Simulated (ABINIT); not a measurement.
# SrTiO3 (I4/mcm): a self-consistent loop beyond G0W0, cycle by cycle, part 2 of 2

Wanted: G0W0 and self-consistent gaps of SrTiO3 (I4/mcm), with the cost of the cycles.

ABINIT 10.8.3; PBE and many-body steps on it, plane waves. Known limits of the many-body steps: not at the basis limit; no spin-orbit coupling.

So far. Step 3 (Screening, 4×4×4 mesh, 124 bands, screening to 103.4 eV): Local fields lower ε∞ by 4 %. Step 4 (G0W0): The gap on the mesh goes from 1.92 eV to 3.58 eV, a correction of +1.66 eV.

## 5. evGW0, cycle 1

This step: evGW0 on PBE, plane waves, norm-conserving pseudopotentials.

The input, run.abi:

```
acell 3*1.0 Angstrom
rprim 
  -2.755500000000 2.755500000000 3.898000000000
  2.755500000000 -2.755500000000 3.898000000000
  2.755500000000 2.755500000000 -3.898000000000
ntypat 3
znucl 38 22 8
natom 10
typat 1 1 2 2 3 3 3 3 3 3
xred 
  0.750000000000 0.250000000000 0.500000000000
  0.250000000000 0.750000000000 0.500000000000
  0.000000000000 0.000000000000 0.000000000000
  0.500000000000 0.500000000000 0.000000000000
  0.250000000000 0.250000000000 0.000000000000
  0.750000000000 0.750000000000 0.000000000000
  0.745100000000 0.245100000000 0.990200000000
  0.245100000000 0.254900000000 0.500000000000
  0.254900000000 0.754900000000 0.009800000000
  0.754900000000 0.745100000000 0.500000000000
pp_dirpath "pseudos"
pseudos "Sr.upf, Ti.upf, O.upf"
ecut 38
ngkpt 4 4 4
nshiftk 1
shiftk 0 0 0
kptopt 1
chksymbreak 0
istwfk *1
occopt 1
irdwfk 1
optdriver 4
nband 124
gwcalctyp 10
ecutsigx 38
symsigma 1
nkptgw 13
kptgw 
  0.0000000000 0.0000000000 0.0000000000
  0.2500000000 0.0000000000 0.0000000000
  0.5000000000 0.0000000000 0.0000000000
  0.2500000000 0.2500000000 0.0000000000
  0.5000000000 0.2500000000 0.0000000000
  -0.2500000000 0.2500000000 0.0000000000
  0.5000000000 0.5000000000 0.0000000000
  0.2500000000 0.2500000000 0.2500000000
  -0.2500000000 0.2500000000 0.2500000000
  0.5000000000 0.5000000000 0.2500000000
  -0.2500000000 0.5000000000 0.2500000000
  -0.2500000000 -0.2500000000 0.2500000000
  0.5000000000 0.5000000000 0.5000000000
bdgw 
  23 50
  23 50
  23 50
  23 50
  23 50
  23 50
  23 50
  23 50
  23 50
  23 50
  23 50
  23 50
  23 50
ecuteps 3.8
irdscr 1
ppmodel 1
indata_prefix "in"
outdata_prefix "out"
tmpdata_prefix "tmp"
```

The run is started by

```bash
> OMP_NUM_THREADS=1 mpirun -n 4 abinit run.abi > log
```

Numbers of over 12 decimals in the logs are rounded to 6 here.

Output:

```text
.Version 10.8.3 of ABINIT. v10.8.2 released Aug 2026.

 Symmetries : space group I4/m c m (#140); Bravais tI (body-center tetrag.)
[... echo of the input left out ...]
== DATASET  1 ==================================================================
-   mpi_nproc: 4, omp_nthreads: 1 (-1 if OMP is not activated)

--- !DatasetInfo
iteration_state: {dtset: 1, }
dimensions: {natom: 10, nkpt: 13, mband: 124, nsppol: 1, nspinor: 1, nspden: 1, mpw: 8964, }
cutoff_energies: {ecut:  38.0, pawecutdg:  -1.0, }
electrons: {nelect:   8.00000000E+01, charge:   0.00000000E+00, occopt:   1.00000000E+00, tsmear:   1.00000000E-02, }

 SIGMA: Calculation of the GW corrections

 Based on a program developped by R.W. Godby, V. Olevano, G. Onida, and L. Reining.
 Incorporated in ABINIT by V. Olevano, G.-M. Rignanese, and M. Torrent.
.Using double precision arithmetic ; gwpc =  8

[... cell and pseudopotentials left out ...]
--------------------------------------------------------------------------------

 ==== K-mesh for the wavefunctions ====
 Number of points in the irreducible wedge :    13
[... list of points left out ...]
 Together with 16 symmetry operations and time-reversal symmetry
 yields    64 points in the full Brillouin Zone.

 ==== Q-mesh for screening function ====
 Number of points in the irreducible wedge :    13
[... list of points left out ...]
 Together with 16 symmetry operations and time-reversal symmetry
 yields    64 points in the full Brillouin Zone.

 vcoul_init : cutoff-mode = AUXILIARY_FUNCTION
 q-points for optical limit:   1
     1)      0.000010    0.000020    0.000030
 setmesh: FFT mesh size selected  =    72x   72x   72
          total number of points  =       373248

 Number of electrons calculated from density =   80.0000; Expected =   80.0000
[...]
spin       : 1
KS_gap     :    2.051
QP_gap     :    3.755
Delta_QP_KS:    1.703
data: !SigmaeeData |
     Band     E_DFT   <VxcDFT>   E(N-1)  <Hhartree>   SigX  SigC[E(N-1)]    Z     dSigC/dE  Sig[E(N)]  DeltaE  E(N)_pert E(N)_diago
[...]
--- !SelfEnergy_ee
iteration_state: {dtset: 1, }
kpoint     : [   0.500,    0.500,    0.500, ]
spin       : 1
KS_gap     :    2.178
QP_gap     :    3.925
Delta_QP_KS:    1.747
data: !SigmaeeData |
     Band     E_DFT   <VxcDFT>   E(N-1)  <Hhartree>   SigX  SigC[E(N-1)]    Z     dSigC/dE  Sig[E(N)]  DeltaE  E(N)_pert E(N)_diago
[...]
49    13.646   -22.675    13.646    36.320   -14.367    -5.206     0.761    -0.315   -20.315     2.359    16.005    16.352
       50    14.354   -13.557    14.354    27.911    -7.915    -3.645     0.841    -0.189   -11.876     1.681    16.035    16.747

 New Fermi energy :        3.432611E-01 Ha ,    9.340609E+00 eV

 === QP Band Gaps ===
  >>>> For spin  1
   Minimum direct gap =   4.0350 [eV], located at k-point      :   0.0000  0.0000  0.0000
   Fundamental gap    =   4.0350 [eV], Top of valence bands at :   0.0000  0.0000  0.0000
                                       Bottom of conduction at :   0.0000  0.0000  0.0000

 writing QP data on file : out_QPS

 Convergence of QP corrections
 >>>>> For spin  1 <<<<<
.  kptgw no:  1; Maximum DeltaE = (  -0.334   0.008) for band index: 23
.  kptgw no:  2; Maximum DeltaE = (   0.166  -0.002) for band index: 25
.  kptgw no:  3; Maximum DeltaE = (   0.029  -0.000) for band index: 26
[...]
.  kptgw no: 12; Maximum DeltaE = (  -0.089   0.000) for band index: 26
.  kptgw no: 13; Maximum DeltaE = (   0.027  -0.000) for band index: 25

== END DATASET(S) ==============================================================
================================================================================

 -outvars: echo values of variables after computation  --------
           etotal      0.0000000000E+00
            nband         124
             nkpt          13
          spgroup         140
 [... the other variables as echoed above ...]

 Calculation completed.
```

Elapsed: 43 min, on 4 MPI ranks of Arm Neoverse V1, shared host; peak memory 12 GiB; 2.8 h of CPU time.

This step gave:

- quasiparticle gap on the mesh: 4.035 eV
- gap of the density functional on the mesh: 1.922 eV
- k of the valence top: 0, 0, 0
- k of the conduction bottom: 0, 0, 0
- Z at the valence top: 0.769
- Z at the conduction bottom: 0.783
- least direct quasiparticle gap on the computed points: 4.035 eV

Against G0W0 in ABINIT (4×4×4 mesh, 124 bands, screening to 103.4 eV, Godby-Needs plasmon pole), the gap moves by +0.453 eV. This first cycle still uses the starting levels; it takes the full correction, at all points of the mesh, and its linearised value is 3.582 eV.

## 6. evGW0, cycle 2

The corrected levels of the last cycle go back in.

run.abi, as its differences from that of step 5:

```diff
@@ -68,2 +68,3 @@
 ppmodel 1
+irdqps 1
 indata_prefix "in"
```

Output:

```text
.Version 10.8.3 of ABINIT. v10.8.2 released Aug 2026.

 Symmetries : space group I4/m c m (#140); Bravais tI (body-center tetrag.)
[... echo of the input left out ...]
== DATASET  1 ==================================================================
-   mpi_nproc: 4, omp_nthreads: 1 (-1 if OMP is not activated)

--- !DatasetInfo
iteration_state: {dtset: 1, }
dimensions: {natom: 10, nkpt: 13, mband: 124, nsppol: 1, nspinor: 1, nspden: 1, mpw: 8964, }
cutoff_energies: {ecut:  38.0, pawecutdg:  -1.0, }
[...]
.  kptgw no:  3; Maximum DeltaE = (   0.026   0.000) for band index: 27
[...]
.  kptgw no: 12; Maximum DeltaE = (   0.074  -0.000) for band index: 27
.  kptgw no: 13; Maximum DeltaE = (   0.061   0.005) for band index: 28

== END DATASET(S) ==============================================================
================================================================================

 -outvars: echo values of variables after computation  --------
           etotal      0.0000000000E+00
            nband         124
             nkpt          13
          spgroup         140
 [... the other variables as echoed above ...]

 Calculation completed.
```

Wall time 42 min (4 MPI ranks); peak memory 12 GiB.

This step gave:

| Item | Value |
| --- | --- |
| quasiparticle gap on the mesh | 3.99 eV |
| gap of the density functional on the mesh | 1.922 eV |
| k of the valence top | 0, 0, 0 |
| k of the conduction bottom | 0, 0, 0 |
| least direct quasiparticle gap on the computed points | 3.99 eV |

Against the cycle before, the gap moves by −0.045 eV.

## 7. Side by side

Times are wall times on 4 MPI ranks of Arm Neoverse V1, shared host, good to a factor of about two. A run's time includes the screening step that it read.

```
           run   mesh  bands  screening cutoff (eV)  DFT gap (eV)  gap on the mesh (eV)  direct (eV)  ε∞ used    time
          G0W0  4×4×4    124                  103.4         1.922                 3.582        3.582     6.10  24 min
evGW0, cycle 1  4×4×4    124                  103.4         1.922                 4.035        4.035     6.10  66 min
evGW0, cycle 2  4×4×4    124                  103.4         1.922                 3.990        3.990     6.10  66 min
```

## 8. What came out

```json
{
 "G0W0": "3.582 eV",
 "evGW0, cycle 1": "4.035 eV",
 "evGW0, cycle 2": "3.990 eV",
 "known limits": "not at the basis limit; no spin-orbit coupling"
}
```

What this shows: Only the bands that the input lists are updated; the others, empty or deep, keep the functional's energies or take a rigid shift. evGW0 ends at 3.99 eV, +0.41 eV from G0W0, after 2 cycles that took 85 min beside the first screening; the last moved the gap by 0.045 eV, so the loop had not settled. The first cycle of evGW0 takes the full correction, without the factor Z, so it overshoots the one-shot value. Bands and cutoff are finite, so the gap is not at the basis limit. The miss can reach some tenths of an eV and take either sign; the mesh is an error of its own. The many-body steps are scalar-relativistic: spin-orbit coupling is not in them.

[Paths, hosts, dates, memory and timing lines, banners, echoed tables and standing remarks are left out of the program output.]

[Logs are printed without paths, hosts, clocks, repeated set-up lines and the standing remarks that a program may print on its own settings, such as how far it seeks lower states.]

[Runs of the session that timed out or met a known fault of the program may be left out.]

[Hosts, paths, dates, database ids (printed as entryN), source tags and the programs' standing remarks are cut or masked in the printed files.]

[G0W0 gaps are taken among the corrected bands and points alone; a level outside them can change the order at an edge.]

[Where Ansatz stands beside ABINIT at settings called matched, ABINIT's density can come from a denser mesh and the files from another edition; pairs whose starting gaps differed by over 0.03 eV were left out, so agreement reads better than it is.]
